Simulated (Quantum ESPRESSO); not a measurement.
# AlRu (Pm-3m): from the cell to the phonon bands, part 3 of 4

How does AlRu (Pm-3m) vibrate, and is this structure a minimum?

Quantum ESPRESSO 7.5; DFT PBE, scalar-relativistic, plane waves, GBRV ultrasoft pseudopotentials.

So far. Step 7 (Phonons on a q mesh): The acoustic modes at Γ come out as far as 5.6 cm⁻¹ from zero, where they should vanish, a small numerical error. The relaxed cell has a = 3.003 Å (conventional setting).

### 9. Dispersion

From the force constants any wavevector is cheap; points of the mesh come back as solved, but for the sum rule and, in polar crystals, the LO-TO term at Γ; the rest is interpolation.

The input, matdyn.in:

```
&INPUT
  asr              = 'crystal'
  flfrc            = 'x.fc'
  flfrq            = 'x.freq'
  flvec            = 'x.modes'
  q_in_band_form   = .true.
  q_in_cryst_coord = .true.
/
8
  0.0000000   0.0000000   0.0000000  12  ! GAMMA
  0.0000000   0.5000000   0.0000000  12  ! X
  0.5000000   0.5000000   0.0000000  12  ! M
  0.0000000   0.0000000   0.0000000  12  ! GAMMA
  0.5000000   0.5000000   0.5000000  12  ! R
  0.0000000   0.5000000   0.0000000   1  ! X
  0.5000000   0.5000000   0.5000000  12  ! R
  0.5000000   0.5000000   0.0000000   1  ! M
```

Command:

```console
matdyn.x -in matdyn.in > matdyn.out
```

Numbers of over 12 decimals in the logs are rounded to 6 here.

The log of the run:

```text
[banner, memory and clock lines left out]
Program MATDYN v.7.5

 mass for atomic type   1 not given; uses mass from file x.fc
 mass for atomic type   2 not given; uses mass from file x.fc
 Norm of the difference between old and new effective charges:    0.000000

 Norm of the difference between old and new force-constants:   8.51223e-05

     Message from routine matdyn:
     Z* not found in file x.fc, TO-LO splitting at q=0 will be absent!
     Message from routine matdyn:
     Z* not found in file x.fc, TO-LO splitting at q=0 will be absent!

Note: The following floating-point exceptions are signalling: IEEE_UNDERFLOW_FLAG
```

It took 0.69 s on 1 thread of Intel Xeon Platinum 8259CL at 2.50GHz (Skylake/Cascade Lake), shared host.

Numbers from this step:

```yaml
lowest_frequency_on_the_path: 0 cm⁻¹
mean_frequency: 230.7 cm⁻¹
debye_temperature_second_moment: 459 K
logarithmic_mean_frequency: 211.4 cm⁻¹
```

Matdyn.x, sum rule crystal. Phonon branches along the path, in cm⁻¹:

| point | branch 1 | branch 2 | branch 3 | branch 4 | branch 5 | branch 6 |
| --- | --- | --- | --- | --- | --- | --- |
| Γ | 0 | 0 | 0 | 310 | 310 | 310 |
| halfway | 107 | 107 | 148 | 300 | 300 | 318 |
| X | 160 | 160 | 203 | 285 | 285 | 330 |
| halfway | 137 | 152 | 173 | 279 | 322 | 338 |
| M | 109 | 109 | 185 | 273 | 346 | 346 |
| halfway | 86 | 140 | 180 | 292 | 312 | 324 |
| Γ | 0 | 0 | 0 | 310 | 310 | 310 |
| halfway | 132 | 132 | 173 | 314 | 318 | 318 |
| R | 189 | 189 | 189 | 331 | 331 | 331 |
| halfway | 143 | 148 | 174 | 308 | 320 | 340 |
| X | 160 | 160 | 203 | 285 | 285 | 330 |
| jump to R | 189 | 189 | 189 | 331 | 331 | 331 |
| halfway | 149 | 149 | 187 | 303 | 341 | 341 |
| M | 109 | 109 | 185 | 273 | 346 | 346 |

The phonon branches as a text plot (rows in cm⁻¹):

```
    339 |         **********               ***  ********   ******
    325 |   ******  *      ***          *************   ****
    310 |***       *         ************          ****     **
    296 |   ***  **          **      **              ***
    281 |      *******   ****                          ***    **
    267 |             ***                                       *
    252 |
    238 |
    224 |
    209 |       *                                        *
    195 |     ** *                             *        * **
    180 |         * ******* *          **   *** *****  *  *******
    166 |    * *****       * *        *  *****   **  *****  *
    151 |   * *  **       * * *      *   **       ******     *
    137 |          ***                  *           *
    123 |    *       *   *   * *                              *
    108 |  **         *****         *  *                       **
     94 |                  ** *       *
     79 |  *                 * **    *
     65 |                     *
     50 | *                    *** **
     36 | *                     *
     22 |*                       * *
      7 |                         *
         Γ      X      M          Γ            R        X|R     M
```

Lowest modes at the softest wavevector of the mesh; phase exp(i q.(R + tau)). The modes at q = (0.333, 0.333, 0.000) (shares of kinetic energy by element, %):

| mode | frequency (cm⁻¹) | Al % | Ru % |
| --- | --- | --- | --- |
| 1 | 99.1 | 23 | 77 |
| 2 | 163.8 | 11 | 89 |
| 3 | 167.1 | 4 | 96 |
| 4 | 281.6 | 96 | 4 |
| 5 | 328.4 | 89 | 11 |
| 6 | 334.5 | 77 | 23 |

Displacements in mode 1 (99.1 cm⁻¹), the largest set to 1, in the home cell (x, y, z of the real part, then of the imaginary part):
```
Al1 -0.89  0.89  0.00 -0.46  0.46  0.00
Ru2  0.79 -0.79  0.00 -0.51  0.51  0.00
```

Displacements in mode 4 (281.6 cm⁻¹), the largest set to 1, in the home cell (x, y, z of the real part, then of the imaginary part):
```
Al1  0.00  0.00  1.00  0.00  0.00  0.01
Ru2  0.00  0.00  0.06  0.00  0.00 -0.10
```

Force constants by pair (phonopy on the run's constants); pairs near half the supercell's span include their periodic images. Pair force constants, by row:

| atom | neighbour | distance (Å) | third of the trace (eV/Å²) | along the pair's line (eV/Å²) |
| --- | --- | --- | --- | --- |
| Al1 | itself | 0 | 8.93 | – |
| Al1 | Ru | 2.6 | -0.908 | -3.14 |
| Al1 | Al | 3.003 | -0.1951 | -0.5901 |
| Al1 | Al | 4.246 | 0.0223 | -0.0202 |
| Al1 | Ru | 4.979 | -0.0157 | -0.0602 |
| Al1 | Al | 5.2 | -0.0638 | -0.2085 |
| Al1 | Ru | 6.544 | -0.007 | -0.0028 |
| Ru2 | itself | 0 | 11.93 | – |
| Ru2 | Al | 2.6 | -0.908 | -3.14 |
| Ru2 | Ru | 3.003 | -0.4775 | -1.042 |
| Ru2 | Ru | 4.246 | -0.1307 | -0.4414 |
| Ru2 | Al | 4.979 | -0.0157 | -0.0602 |
| Ru2 | Ru | 5.2 | 0.0018 | 0.0536 |
| Ru2 | Al | 6.544 | -0.007 | -0.0028 |

Harmonic mean-square displacement, third of the trace. Mean-square displacements:

| T (K) | Al1 U_eq (Å²) | Ru2 U_eq (Å²) |
| --- | --- | --- |
| 0 | 0.00236 | 0.00112 |
| 100 | 0.00276 | 0.00159 |
| 300 | 0.00521 | 0.00382 |
| 600 | 0.0097 | 0.00745 |

Mode patterns, pair constants, displacements and means over the zone were worked out by phonopy from the force constants of q2r.x.

All branches are real along the path.

### 10. Sums over the zone

Sums over the zone need many more wavevectors than were solved, so the interpolation is sampled on a dense mesh.

The input, matdyn.in:

```
&INPUT
  asr    = 'crystal'
  flfrc  = 'x.fc'
  dos    = .true.
  fldos  = 'x.dos'
  nk1    = 15
  nk2    = 15
  nk3    = 15
  deltaE = 1.0
  la2F   = .true.
/
```

Command:

```console
matdyn.x -in matdyn.in > matdyn.out
```

The log of the run:

```text
[banner, memory and clock lines left out]
Program MATDYN v.7.5

 mass for atomic type   1 not given; uses mass from file x.fc
 mass for atomic type   2 not given; uses mass from file x.fc
 Norm of the difference between old and new effective charges:    0.000000

 Norm of the difference between old and new force-constants:   8.51223e-05

     Message from routine matdyn:
     Z* not found in file x.fc, TO-LO splitting at q=0 will be absent!
 Norm of the difference between old and new effective charges:    0.000000

 Norm of the difference between old and new force-constants:   7.27948e-05

 Norm of the difference between old and new effective charges:    0.000000

 Norm of the difference between old and new force-constants:   5.35726e-05

 Norm of the difference between old and new effective charges:    0.000000

 Norm of the difference between old and new force-constants:   5.15554e-05

 Norm of the difference between old and new effective charges:    0.000000

 Norm of the difference between old and new force-constants:   4.97928e-05

 Norm of the difference between old and new effective charges:    0.000000

 Norm of the difference between old and new force-constants:   5.72498e-05

 Norm of the difference between old and new effective charges:    0.000000

 Norm of the difference between old and new force-constants:   6.79897e-05

 Norm of the difference between old and new effective charges:    0.000000

 Norm of the difference between old and new force-constants:   8.04109e-05

 Norm of the difference between old and new effective charges:    0.000000

 Norm of the difference between old and new force-constants:   9.54401e-05

 Norm of the difference between old and new effective charges:    0.000000

 Norm of the difference between old and new force-constants:   0.000115495

 Norm of the difference between old and new effective charges:    0.000000

 Norm of the difference between old and new force-constants:   0.00014702

Note: The following floating-point exceptions are signalling: IEEE_UNDERFLOW_FLAG
```

Elapsed: 24 s, on 1 thread.

Numbers from this step:

```
share of modes beyond 3i cm⁻¹ on the dense interpolated mesh : 0
zero-point energy per atom                                   : 42.93 meV
heat capacity at 300 K                                       : 22.29 J/(mol atoms K)
vibrational entropy at 300 K                                 : 25.96 J/(mol atoms K)
```

The phonon density of states has structure finer than the step of the table below, so its rows give means over 10 cm⁻¹, whole bins alone (the curve runs from 0 to 346 cm⁻¹). Peaks (cm⁻¹: height): total 156.0: 0.0494, 180.0: 0.0610, 308.0: 0.0563, 340.0: 0.076; Al 308.0: 0.0497, 340.0: 0.0634; Ru 156.0: 0.0438, 180.0: 0.0595, 340.0: 0.0126.

Tetrahedra. Phonon density of states against wavenumber; means over each step; values in 1/cm⁻¹/cell:

| wavenumber (cm⁻¹) | total | Al | Ru |
| --- | --- | --- | --- |
| 10 | 2.2e-5 | 4.0e-6 | 1.8e-5 |
| 20 | 8.5e-5 | 1.8e-5 | 6.8e-5 |
| 30 | 3.7e-4 | 7.9e-5 | 3.0e-4 |
| 40 | 7.4e-4 | 1.5e-4 | 5.9e-4 |
| 50 | 0.00132 | 2.7e-4 | 0.00105 |
| 60 | 0.00204 | 4.2e-4 | 0.00163 |
| 70 | 0.00301 | 6.0e-4 | 0.00241 |
| 80 | 0.00454 | 9.0e-4 | 0.00364 |
| 90 | 0.00661 | 0.00130 | 0.00532 |
| 100 | 0.00989 | 0.00192 | 0.00797 |
| 110 | 0.0174 | 0.00340 | 0.0140 |
| 120 | 0.0225 | 0.00417 | 0.0184 |
| 130 | 0.0262 | 0.00440 | 0.0218 |
| 140 | 0.0315 | 0.00470 | 0.0268 |
| 150 | 0.0382 | 0.00480 | 0.0334 |
| 160 | 0.0370 | 0.00357 | 0.0334 |
| 170 | 0.0408 | 0.00214 | 0.0386 |
| 180 | 0.0479 | 0.00127 | 0.0466 |
| 190 | 0.00892 | 2.2e-4 | 0.00870 |
| 200 | 7.1e-4 | 2.6e-5 | 6.9e-4 |
| 210 | 0 | 0 | 0 |
| 220 | 0 | 0 | 0 |
| 230 | 0 | 0 | 0 |
| 240 | 0 | 0 | 0 |
| 250 | 0 | 0 | 0 |
| 260 | 0 | 0 | 0 |
| 270 | 6.5e-4 | 6.5e-4 | 1.0e-6 |
| 280 | 0.0151 | 0.0148 | 2.3e-4 |
| 290 | 0.0339 | 0.0323 | 0.00162 |
| 300 | 0.0453 | 0.0414 | 0.00391 |
| 310 | 0.0445 | 0.0394 | 0.00510 |
| 320 | 0.0417 | 0.0359 | 0.00577 |
| 330 | 0.0598 | 0.0518 | 0.00797 |
| 340 | 0.0573 | 0.0479 | 0.00941 |

Harmonic thermodynamic functions per atom, summed over the density of states scaled to three modes an atom; melting is ignored. Thermodynamic functions:

| T (K) | F_vib (meV/atom) | S (J/mol-atom/K) | C_V (J/mol-atom/K) |
| --- | --- | --- | --- |
| 0 | 42.93 | 0 | 0 |
| 50 | 42.77 | 1.336 | 3.782 |
| 100 | 40.83 | 6.431 | 11.53 |
| 200 | 28.31 | 17.42 | 19.6 |
| 300 | 5.62 | 25.96 | 22.29 |
| 400 | -24.84 | 32.55 | 23.39 |
| 500 | -61.4 | 37.83 | 23.93 |
| 600 | -103 | 42.22 | 24.23 |
| 700 | -148.7 | 45.97 | 24.42 |
| 800 | -198.1 | 49.24 | 24.54 |
| 900 | -250.7 | 52.14 | 24.62 |
| 1000 | -306.1 | 54.73 | 24.68 |

At 300 K the heat capacity has reached 89 % of the Dulong-Petit value.

### 11. Modes with the sum rule

A rigid shift of the crystal must cost nothing, but grids and finite bases break this; the acoustic sum rule is imposed before the matrix is diagonalised again.

The input, dynmat.in:

```
&INPUT
  fildyn = 'x.dyn1'
  asr    = 'simple'
  fileig = 'dynmat.eig'
/
```

Command:

```console
dynmat.x -in dynmat.in > dynmat.out
```

The log of the run:

```text
[banner, memory and clock lines left out]
Program DYNMAT v.7.5

     Reading Dynamical Matrix from file x.dyn1
     ...Force constants read
     ...epsilon and Z* not read (not found on file)
     A direction for q was not specified:TO-LO splitting will be absent

     Polarizability (A^3 units)
     multiply by 1.000000 for Clausius-Mossotti correction
         0.000000    0.000000    0.000000
         0.000000    0.000000    0.000000
         0.000000    0.000000    0.000000

     IR activities are in (D/A)^2/amu units

# mode   [cm-1]    [THz]      IR
    1     -0.00   -0.0000    0.0000
    2      0.00    0.0000    0.0000
    3      0.00    0.0000    0.0000
    4    309.73    9.2854    0.0000
    5    309.73    9.2854    0.0000
    6    309.73    9.2854    0.0000
```

It took 0.65 s on 1 thread.

This step gave:

```
highest optical zone-centre mode (no LO-TO term) : 309.7 cm⁻¹
lowest optical zone-centre mode                  : 309.7 cm⁻¹
```

Unit eigenvectors of the mass-weighted matrix after the sum rule; no LO-TO term. Modes at Γ, with each element's share of the kinetic energy:

| mode | frequency (cm⁻¹) | symmetry | Al % | Ru % |
| --- | --- | --- | --- | --- |
| 1 | 0.0 | acoustic | 21 | 79 |
| 2 | 0.0 | acoustic | 21 | 79 |
| 3 | 0.0 | acoustic | 21 | 79 |
| 4 | 309.7 | T1u | 79 | 21 |
| 5 | 309.7 | T1u | 79 | 21 |
| 6 | 309.7 | T1u | 79 | 21 |

Displacements in mode 4 (309.7 cm⁻¹), the largest set to 1:
```
Al1  0.00  0.00  1.00
Ru2  0.00  0.00 -0.27
```

The rule moves no optical mode by more than 0.2 cm⁻¹.

(Part 3 of 4 ends here.)

[Host names and launcher messages were left out of these logs when they were recorded.]

[Logs are printed without paths, hosts, clocks, repeated set-up lines and the standing remarks that a program may print on its own settings, such as how far it seeks lower states.]

[Hosts, paths, dates, database ids (printed as entryN), source tags and the programs' standing remarks are cut or masked in the printed files.]
